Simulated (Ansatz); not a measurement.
# SrZrSeO2 (built on the sites of a database entry of SrZrO3): following an unstable mode, part 2 of 2

Aim: this structure of SrZrSeO2 (built on the sites of a database entry of SrZrO3) is to be tested for unstable modes, and one is followed downhill.

Ansatz 0.2.0; DFT PBEsol, scalar-relativistic, plane waves, PAW.

So far, highest frequency on the path or at a solved wavevector (cm⁻¹): step 2 (response at finite wavevector) 690. Also lowest frequency on the path (cm⁻¹): step 2 -308.

The structure was built from a prototype and need not be the compound's stable phase.

## Step 3: The mode frozen in, largest atomic shift 0 Å

The mode followed lies at q = (-0.5, 0, 0) with frequency 307.7i cm⁻¹, the softest among the wavevectors solved. At small amplitude the distorted cell has space group no. 131 by a symmetry search on the positions. The undistorted cell that holds it gives the zero of energy on the same k mesh.

System of this step: SrZrSeO2 (built on the sites of a database entry of SrZrO3). Symmetry: P4/mmm, No. 123, tetragonal system. The conventional cell has a = 4.234 Å, b = 4.234 Å, c = 5.583 Å, α = 90.00°, β = 90.00°, γ = 90.00°. Sr has 4 O at 2.12 Å and 2 Se at 2.79 Å nearest. Zr has 4 Se at 2.99 Å nearest. O has 2 Sr at 2.12 Å nearest. Se has 2 Sr at 2.79 Å and 4 Zr at 2.99 Å nearest. Farther neighbours and most contacts between anions are not listed.

Contents of input.yaml:

```yaml
crystal:
  lattice:
    - [0.0, 4.2339339086, 0.0]
    - [0.0, 0.0, 4.2339339086]
    - [11.1650555606, 0.0, 0.0]
  atoms:
    - { symbol: Sr, position: [0.0, 0.0, 0.5] }
    - { symbol: Sr, position: [0.0, 0.0, 0.0] }
    - { symbol: Zr, position: [0.5, 0.5, 0.25] }
    - { symbol: Zr, position: [0.5, 0.5, 0.75] }
    - { symbol: O, position: [0.0, 0.5, 0.0] }
    - { symbol: O, position: [0.0, 0.5, 0.5] }
    - { symbol: Se, position: [0.0, 0.0, 0.25] }
    - { symbol: Se, position: [0.0, 0.0, 0.75] }
    - { symbol: O, position: [0.5, 0.0, 0.0] }
    - { symbol: O, position: [0.5, 0.0, 0.5] }
kpoints:
  mp_grid: { grid: [8, 8, 4] }
hamiltonian:
  xc: pbesol
scf:
  occupations: { method: methfessel_paxton, width: 0.2 }
output:
  forces: true
  stress: true
  eigenvalues: true
```

Launch:

```console
> ansatz run input.yaml --threads 8 --pin off --max-ram 14336MiB --backend cpu --events-out ev --progress --plain --runs-dir out
```

Numbers of over 12 decimals in the logs are rounded to 6 here.

Output:

```text
[...]
Crystal: 10 atoms, lattice volume = 200.147 Å³
Basis set: ecut = 420 eV, 3861 PW (Γ), exchange–correlation on 60×60×150 points (8 copies of the dense FFT grid, shifted against one another)
Bands: 60, of which v1, the nominal top of the filled ones, is band 50 counted from 1 (49 counted from 0)
Symmetry: 32 space group operations
[...]
k-points: 45 of 256
[...]
k-point 0: bands = [... 46 lower, 7.3657, 7.7824, 7.9985, 8.0107, 8.2377, 8.2983, 8.2983, 8.4891, ... 16 higher]
  k-point 1: bands = [... 46 lower, 7.1616, 7.7000, 8.0003, 8.0089, 8.3413, 8.3616, 8.3616, 8.4740, ... 16 higher]
  k-point 2: bands = [... 46 lower, 7.4743, 7.4743, 8.0046, 8.0046, 8.4292, 8.4292, 8.4827, 8.4827, ... 16 higher]
  k-point 44: bands = [... 46 lower, 6.0769, 6.0769, 7.9150, 7.9150, 8.3933, 8.3933, 8.3933, 8.3933, ... 16 higher]
[key lines of the parts left out:]
SCF converged after 9 iterations
Free energy (F): -28328.428446 eV
Fermi energy:    8.247576 eV
P = ⅓ Tr σ = -0.0071 GPa (-0.071 kbar)
```

It took 4.9 s on 8 threads of Arm Neoverse V2, shared host; peak memory 1.1 GiB; 37 s of CPU time.

This step gave:

```
pressure                         : -0.007140 GPa
energy from the undistorted cell : 0 meV/atom
```

The run ends at a pressure of -0.01 GPa.

## Step 4: The mode frozen in, largest atomic shift 0.6 Å

The atoms are moved along the unstable eigenvector, the largest shift by 0.6 Å, with the cell fixed.

input.yaml, the sections that differ from step 3:

```yaml
crystal:
  lattice:
    - [0.0, 4.2339339086, 0.0]
    - [0.0, 0.0, 4.2339339086]
    - [11.1650555606, 0.0, 0.0]
  atoms:
    - { symbol: Sr, position: [0.0, 0.0, 0.5] }
    - { symbol: Sr, position: [0.0, 0.0, 0.0] }
    - { symbol: Zr, position: [0.5, 0.5, 0.25] }
    - { symbol: Zr, position: [0.5, 0.5, 0.75] }
    - { symbol: O, position: [0.0, 0.5, 0.0537390967] }
    - { symbol: O, position: [0.0, 0.5, 0.4462609033] }
    - { symbol: Se, position: [0.0, 0.0, 0.25] }
    - { symbol: Se, position: [0.0, 0.0, 0.75] }
    - { symbol: O, position: [0.5, 0.0, -0.0537390967] }
    - { symbol: O, position: [0.5, 0.0, 0.5537390967] }
# kpoints, hamiltonian, scf, output: as in step 3
```

Output:

```text
[...]
Crystal: 10 atoms, lattice volume = 200.147 Å³
Basis set: ecut = 420 eV, 3861 PW (Γ), exchange–correlation on 60×60×150 points (8 copies of the dense FFT grid, shifted against one another)
Bands: 60, of which v1, the nominal top of the filled ones, is band 50 counted from 1 (49 counted from 0)
Symmetry: 16 space group operations
[...]
k-points: 45 of 256
[...]
k-point 0: bands = [... 46 lower, 7.2868, 7.2868, 7.6574, 7.7453, 7.9458, 7.9578, 8.1239, 8.1239, ... 6 higher]
  k-point 1: bands = [... 46 lower, 7.3011, 7.3011, 7.3233, 7.7295, 7.9476, 7.9560, 8.1129, 8.1129, ... 6 higher]
  k-point 2: bands = [... 46 lower, 7.3157, 7.3157, 7.5473, 7.5473, 7.9518, 7.9518, 8.1015, 8.1015, ... 6 higher]
  k-point 44: bands = [... 46 lower, 6.9227, 6.9227, 7.2075, 7.2075, 8.0985, 8.0985, 8.6956, 8.6956, ... 6 higher]
[key lines of the parts left out:]
SCF converged after 9 iterations
Free energy (F): -28331.775515 eV
Fermi energy:    7.925199 eV
P = ⅓ Tr σ = -2.8622 GPa (-28.622 kbar)
```

Run time: 4 s. Hardware: 8 threads; peak memory 1.1 GiB; 29 s of CPU time.

This step gave:

| Item | Value |
| --- | --- |
| pressure | -2.862 GPa |
| energy from the undistorted cell | -334.5 meV/atom |

The energy, extrapolated to zero smearing, is -334.51 meV/atom against the undistorted cell.

The run ends at a pressure of -2.86 GPa, with forces up to 2.4 eV/Å.

## Step 5: Energy along the mode, all amplitudes (two of the runs are shown above)

An imaginary frequency means negative curvature, so the energy should fall and then rise again as anharmonic terms take over.

Numbers from this step:

```yaml
depth_at_the_lowest_point_sampled: 334.5 meV/atom
largest_atomic_shift_at_that_point: 0.6 Å
```

Table of energy from the parent by largest atomic shift:

```
largest atomic shift (Å)  energy from the parent (meV/atom)
                   0.000                                  0
                   0.040                              -1.74
                   0.080                              -6.92
                   0.140                              -20.9
                   0.220                              -50.4
                   0.320                               -104
                   0.450                               -199
                   0.600                               -335
```

Displacement at unit largest shift by atom:

```
atom  x (Å)  y (Å)  z (Å)  size
 Sr1   0.00   0.00   0.00  0.00
 Sr2   0.00   0.00   0.00  0.00
 Zr3   0.00   0.00   0.00  0.00
 Zr4   0.00   0.00   0.00  0.00
  O5   1.00   0.00   0.00  1.00
  O6  -1.00   0.00   0.00  1.00
 Se7   0.00   0.00   0.00  0.00
 Se8   0.00   0.00   0.00  0.00
  O9  -1.00   0.00   0.00  1.00
 O10   1.00   0.00   0.00  1.00
```

The lowest of the steps tried is the last one, at 0.6 Å, 335 meV/atom below the parent; the bottom of the well need not coincide with a step.

## Step 6: Relaxing from the distorted cell

Starting from the lowest point found, all atoms and the cell are let go, so that strain and other modes of the same symmetry can join in.

Changes to input.yaml since step 4:

```diff
@@ -26 +26,6 @@
   eigenvalues: true
+relax:
+  adjacent_minimum: "off"
+  f_tol: 0.002
+  max_steps: 120
+  cell: { stress_tol: 0.03 }
```

Output:

```text
[...]
Crystal: 10 atoms, lattice volume = 200.147 Å³
Basis set: ecut = 420 eV, 3861 PW (Γ), exchange–correlation on 60×60×150 points (8 copies of the dense FFT grid, shifted against one another)
Bands: 60, of which v1, the nominal top of the filled ones, is band 50 counted from 1 (49 counted from 0)
Symmetry: 16 space group operations
[...]
k-points: 45 of 256
[...]
SCF iter   1: F=—  HF=-28331.875358 eV  |F-HF|=—  |Δ(HF+E_count)|=         —  Δρ=2.14e-2  dr2=1.42e0  ethr=1.77e-3  ⟨swp⟩=6.1  Hψ=10603  notcnv=0
[...]
SCF iter   9: F=-28331.775515 eV  HF=-28331.775515 eV  |F-HF|=3.59e-9  |Δ(HF+E_count)|=   9.03e-9  S|Δr|=    0.00e0  Δρ=1.73e-6  dr2=6.76e-9  ethr=1.00e-10  ⟨swp⟩=6.5  Hψ=9964  notcnv=0
SCF 1 converged in 9 iterations: F = -28331.775515 eV  dr2 = 6.76e-9
[...]
relax step   1: F+E_penalty+E_count = -28331.77551509 eV  Δ(F+E_penalty+E_count) = +0.000e0 eV  max|allowed force component| = 2.387e0 eV/Å  Δτ_max = 0.0000 Å  P = -2.862 GPa  Ω = 200.147 Å³  (9 SCF iters, dr2 threshold 1.00e-7 eV, accepted)
Crystal: 10 atoms, lattice volume = 194.173 Å³
Basis set: ecut = 420 eV, 3773 PW (Γ), exchange–correlation on 60×60×150 points (8 copies of the dense FFT grid, shifted against one another)
[...]
SCF iter   7: F=-28334.029300 eV  HF=-28334.029300 eV  |F-HF|=2.27e-7  |Δ(HF+E_count)|=   3.90e-6  S|Δr|=    0.00e0  Δρ=1.91e-5  dr2=6.13e-7  ethr=1.00e-9  ⟨swp⟩=4.7  Hψ=13675  notcnv=0
SCF 2 converged in 7 iterations: F = -28334.029300 eV  dr2 = 6.13e-7
[...]
relax step   2: F+E_penalty+E_count = -28334.02929976 eV  Δ(F+E_penalty+E_count) = -2.254e0 eV  max|allowed force component| = 2.379e0 eV/Å  Δτ_max = 0.1958 Å  P = -2.725 GPa  Ω = 194.173 Å³  energy of the carried Pulay correction = +9.641e-3 eV  (7 SCF iters, dr2 threshold 1.00e-6 eV, accepted)
Crystal: 10 atoms, lattice volume = 187.606 Å³
Basis set: ecut = 420 eV, 3679 PW (Γ), exchange–correlation on 60×60×150 points (8 copies of the dense FFT grid, shifted against one another)
[...]
SCF iter   8: F=-28336.279880 eV  HF=-28336.279880 eV  |F-HF|=1.29e-7  |Δ(HF+E_count)|=   6.70e-8  S|Δr|=    0.00e0  Δρ=8.60e-6  dr2=1.61e-7  ethr=1.00e-9  ⟨swp⟩=6.3  Hψ=11310  notcnv=0
SCF 3 converged in 8 iterations: F = -28336.279880 eV  dr2 = 1.61e-7
relax step   3: F+E_penalty+E_count = -28336.27987981 eV  Δ(F+E_penalty+E_count) = -2.251e0 eV  max|allowed force component| = 1.793e0 eV/Å  Δτ_max = 0.1967 Å  P = -1.998 GPa  Ω = 187.606 Å³  energy of the carried Pulay correction = +2.058e-2 eV  (8 SCF iters, dr2 threshold 1.00e-6 eV, accepted)
[... from here on, the SCF cycles and remarks between the steps are left out ...]
relax step   4: F+E_penalty+E_count = -28338.28591458 eV  Δ(F+E_penalty+E_count) = -2.006e0 eV  max|allowed force component| = 6.240e-1 eV/Å  Δτ_max = 0.1949 Å  P = -0.573 GPa  Ω = 181.872 Å³  energy of the carried Pulay correction = +3.045e-2 eV  (7 SCF iters, dr2 threshold 1.00e-6 eV, accepted)
relax step   5: F+E_penalty+E_count = -28338.92432465 eV  Δ(F+E_penalty+E_count) = -6.384e-1 eV  max|allowed force component| = 1.567e-1 eV/Å  Δτ_max = 0.0766 Å  P = +1.511 GPa  Ω = 178.293 Å³  energy of the carried Pulay correction = +3.676e-2 eV  (7 SCF iters, dr2 threshold 1.00e-6 eV, accepted)
relax step   6: F+E_penalty+E_count = -28339.04339343 eV  Δ(F+E_penalty+E_count) = -1.191e-1 eV  max|allowed force component| = 7.112e-3 eV/Å  Δτ_max = 0.0140 Å  P = -1.219 GPa  Ω = 183.260 Å³  energy of the carried Pulay correction = +2.803e-2 eV  (6 SCF iters, dr2 threshold 1.00e-6 eV, accepted)
relax step   7: F+E_penalty+E_count = -28339.05401353 eV  Δ(F+E_penalty+E_count) = -1.062e-2 eV  max|allowed force component| = 2.830e-2 eV/Å  Δτ_max = 0.0027 Å  P = +0.630 GPa  Ω = 180.109 Å³  energy of the carried Pulay correction = +3.354e-2 eV  (5 SCF iters, dr2 threshold 1.00e-6 eV, accepted)
relax step   8: F+E_penalty+E_count = -28339.05538897 eV  Δ(F+E_penalty+E_count) = -1.375e-3 eV  max|allowed force component| = 1.254e-3 eV/Å  Δτ_max = 0.0022 Å  P = +0.018 GPa  Ω = 181.104 Å³  energy of the carried Pulay correction = +3.179e-2 eV  (4 SCF iters, dr2 threshold 1.00e-6 eV, accepted)
relax step   9: F+E_penalty+E_count = -28339.16082549 eV  Δ(F+E_penalty+E_count) = -1.054e-1 eV  max|allowed force component| = 3.022e-3 eV/Å  Δτ_max = 0.0000 Å  P = +0.608 GPa  Ω = 181.104 Å³  stress off target by 1.94e0 GPa  SCF on the basis re-selected at this cell (its energy is not comparable with the rows above)  (8 SCF iters)
relax step  10: F+E_penalty+E_count = -28339.17572750 eV  Δ(F+E_penalty+E_count) = -1.490e-2 eV  max|allowed force component| = 2.147e-3 eV/Å  Δτ_max = 0.0003 Å  P = +0.106 GPa  Ω = 182.352 Å³  energy of the carried Pulay correction = -2.265e-3 eV  (5 SCF iters, dr2 threshold 1.00e-6 eV, accepted)
relax step  11: F+E_penalty+E_count = -28339.17553769 eV  Δ(F+E_penalty+E_count) = +1.898e-4 eV  max|allowed force component| = 3.662e-4 eV/Å  Δτ_max = 0.0002 Å  P = +0.003 GPa  Ω = 182.578 Å³  energy of the carried Pulay correction = -2.674e-3 eV  (4 SCF iters, dr2 threshold 1.40e-7 eV, accepted)
relax step  12: F+E_penalty+E_count = -28339.17906882 eV  Δ(F+E_penalty+E_count) = -3.531e-3 eV  max|allowed force component| = 5.506e-4 eV/Å  Δτ_max = 0.0000 Å  P = +0.033 GPa  Ω = 182.578 Å³  stress off target by 8.69e-2 GPa  SCF on the basis re-selected at this cell (its energy is not comparable with the rows above)  (7 SCF iters)
relax step  13: F+E_penalty+E_count = -28339.17896367 eV  Δ(F+E_penalty+E_count) = +1.052e-4 eV  max|allowed force component| = 1.613e-4 eV/Å  Δτ_max = 0.0001 Å  P = +0.002 GPa  Ω = 182.655 Å³  energy of the carried Pulay correction = -1.372e-4 eV  (4 SCF iters, dr2 threshold 1.89e-8 eV, accepted)
[...]
SCF iter   5: F=-28339.179078 eV  HF=-28339.179078 eV  |F-HF|=2.55e-11  |Δ(HF+E_count)|=  8.37e-11  S|Δr|=    0.00e0  Δρ=1.26e-7  dr2=2.17e-11  ethr=1.00e-12  ⟨swp⟩=5.4  Hψ=11979  notcnv=0
SCF 14 converged in 5 iterations: F = -28339.179078 eV  dr2 = 2.17e-11
relax step  14: F+E_penalty+E_count = -28339.17907764 eV  Δ(F+E_penalty+E_count) = -1.140e-4 eV  max|allowed force component| = 1.605e-4 eV/Å  Δτ_max = 0.0000 Å  P = +0.002 GPa  Ω = 182.655 Å³  stress off target by 4.52e-3 GPa  SCF on the basis re-selected at this cell (its energy is not comparable with the rows above)  (5 SCF iters)
[...]
SCF converged after 5 iterations
[...]
Free energy (F): -28339.179078 eV
[...]
Internal energy: -28339.184540 eV  (E = F + TS)
E sigma→0 (E₀):  -28339.180443 eV
Entropy (-TS):   0.005463 eV (0.546 meV/atom)
Fermi energy:    9.866390 eV
[...]
--- Forces (eV/Å), atoms counted from 1 ---
  atom   1  Sr    -0.00000000    -0.00000000    -0.00000000
  atom   2  Sr     0.00000000     0.00000000     0.00000000
  atom   3  Zr     0.00000000    -0.00000000     0.00000000
  atom   4  Zr     0.00000000     0.00000000     0.00000000
  atom   5  O      0.00016051     0.00000000     0.00000000
  atom   6  O     -0.00016051    -0.00000000    -0.00000000
  atom   7  Se     0.00000000    -0.00000000     0.00000000
  atom   8  Se     0.00000000    -0.00000000    -0.00000000
  atom   9  O     -0.00016051     0.00000000     0.00000000
  atom  10  O      0.00016051    -0.00000000    -0.00000000
  max |Σ_I F_I| component: 1.39e-17 eV/Å
--- Stress (GPa, compression-positive) ---
        0.004523      -0.000000      -0.000000
       -0.000000       0.000831       0.000000
       -0.000000       0.000000       0.000831
  P = ⅓ Tr σ = 0.0021 GPa (0.021 kbar)
--- Band table (eV; the first three rows and the last of 45) ---
  k-point 0: bands = [... 46 lower, 8.5704, 8.9718, 9.2168, 9.3224, 9.6290, 9.6290, 10.3090, 10.3105, ... 6 higher]
  k-point 1: bands = [... 46 lower, 8.5783, 9.0213, 9.0549, 9.2698, 9.6236, 9.6236, 10.3092, 10.3103, ... 6 higher]
  k-point 2: bands = [... 46 lower, 8.7346, 8.7346, 9.1435, 9.1435, 9.6181, 9.6181, 10.3097, 10.3097, ... 6 higher]
  k-point 44: bands = [... 46 lower, 9.1653, 9.1653, 10.0037, 10.0037, 10.6592, 10.6592, 11.7362, 11.7362, ... 6 higher]
--- Relaxed structure (11 steps of the walk, 11 accepted, 3 SCFs on fresh bases) ---
  F+E_penalty+E_count = -28339.17907764 eV   max|allowed force component| = 1.605e-4 eV/Å   (the final SCF, on the basis selected at the relaxed cell)
  cell:  # Å, volume = 182.6545 Å³
    - [0, 3.724036, 0]
    - [0.0, 0, 3.724036]
    - [13.170516, 0, 0.0]
  atoms:
    - { symbol: Sr, position: [0, 0, 0.5] }
    - { symbol: Sr, position: [0, 0, -4.81406674684568e-19] }
    - { symbol: Zr, position: [0.500000, 0.500000, 0.25] }
    - { symbol: Zr, position: [0.500000, 0.500000, 0.75] }
    - { symbol: O, position: [0, 0.500000, 0.111941] }
    - { symbol: O, position: [0, 0.500000, 0.388059] }
    - { symbol: Se, position: [0, 0, 0.25] }
    - { symbol: Se, position: [0, 0, 0.75] }
    - { symbol: O, position: [0.500000, 0, -0.111941] }
    - { symbol: O, position: [0.500000, 0, 0.611941] }
```

Run time: 58 s. Hardware: 8 threads; peak memory 1.1 GiB; 7.3 min of CPU time.

The steps of the relaxation:

```
step  energy less that of the first step (eV)  largest force component (eV/Å)  pressure (GPa)  volume (Å³)
   1                                   0.0000                          2.3871           -2.86       200.15
   2                                  -2.2538                          2.3794           -2.73       194.17
   3                                  -4.5044                          1.7931           -2.00       187.61
   4                                  -6.5104                          0.6240           -0.57       181.87
   5                                  -7.1488                          0.1567            1.51       178.29
   6                                  -7.2679                          0.0071           -1.22       183.26
   7                                  -7.2785                          0.0283            0.63       180.11
   8                                  -7.2799                          0.0013            0.02       181.10
  9*                                  -7.3853                          0.0030            0.61       181.10
  10                                  -7.4002                          0.0021            0.11       182.35
  11                                  -7.4000                          0.0004            0.00       182.58
 12*                                  -7.4036                          0.0006            0.03       182.58
  13                                  -7.4034                          0.0002            0.00       182.65
 14*                                  -7.4036                          0.0002            0.00       182.65
```

Relaxation steps marked * repeat the geometry before them on a plane-wave basis chosen anew for their cell, so energy and pressure can jump there.

Forces are held to the 16 operations that the run works with; a distortion that breaks them can't arise in this run.

```
     cell as run  before   after   change
           a (Å)   4.234   3.724  -12.0 %
           b (Å)   4.234   3.724  -12.0 %
           c (Å)  11.165  13.171  +18.0 %
volume (Å³/atom)   20.01   18.27   -8.7 %
```

The atoms that moved most (Å, as changes of fractional coordinates times the final cell):

```
atom      dx     dy     dz  length
  O9  -0.767  0.000  0.000   0.767
  O6  -0.767  0.000  0.000   0.767
  O5   0.767  0.000  0.000   0.767
 O10   0.767  0.000  0.000   0.767
```

Final coordinates:

```xyz
10
Lattice="0.0000 3.7240 0.0000 0.0000 0.0000 3.7240 13.1705 0.0000 0.0000" Properties=species:S:1:pos:R:3 pbc="T T T"
Sr    6.5853    0.0000    0.0000
Sr    0.0000    0.0000    0.0000
Zr    3.2926    1.8620    1.8620
Zr    9.8779    1.8620    1.8620
O     1.4743    0.0000    1.8620
O     5.1109    0.0000    1.8620
Se    3.2926    0.0000    0.0000
Se    9.8779    0.0000    0.0000
O    -1.4743    1.8620    0.0000
O     8.0596    1.8620    0.0000
```

Numbers from this step:

| Item | Value |
| --- | --- |
| pressure | 0.002062 GPa |
| volume per atom | 18.27 Å³ |

The distorted start has space group P4_2/mmc; the relaxation ends in P4_2/mmc.

## Step 7: Results

```yaml
unstable_mode_of_the_parent: q = (-0.5, 0, 0), 308i cm⁻¹
depth_at_the_lowest_point_sampled: 335 meV/atom
largest_atomic_shift_at_that_point: 0.6 Å
space_group_reached_within_0p01_a: P4_2/mmc
energy_gained_over_the_parent_first_relaxation_on_the_mesh_of_the_frozen_mode: 1075 meV/atom
volume_per_atom_phase_reached: 18.3 Å³
```

What this shows: Along this mode the structure falls into P4_2/mmc, 1075 meV/atom below the parent. At the parent's cell the well is 334.5 meV/atom deep on the steps tried, with its lowest point at a shift of 0.6 Å. That is the last step tried, so the steps alone don't bracket the bottom of the well. Relaxing atoms and cell changes the gain by +740.92 meV/atom against the lowest step (energies at zero smearing). Most of the total comes from this relaxation. The modes of the phase reached were not computed on this path. Of the 2 patterns followed to their end from this parent, this one ends 133 meV/atom above the lowest, P-4m2. Each path keeps the symmetry of its pattern, so a lower phase may lie along a pattern not tried. With no gap, or one that is small against the smearing, the frequencies hang on the k mesh and the smearing, most of all near Kohn anomalies. The starting cell was built on a prototype and not taken from a measurement, so the phase need not exist.

[Logs are printed without paths, hosts, clocks, repeated set-up lines and the standing remarks that a program may print on its own settings, such as how far it seeks lower states.]

[Hosts, paths, dates, database ids (printed as entryN), source tags and the programs' standing remarks are cut or masked in the printed files.]
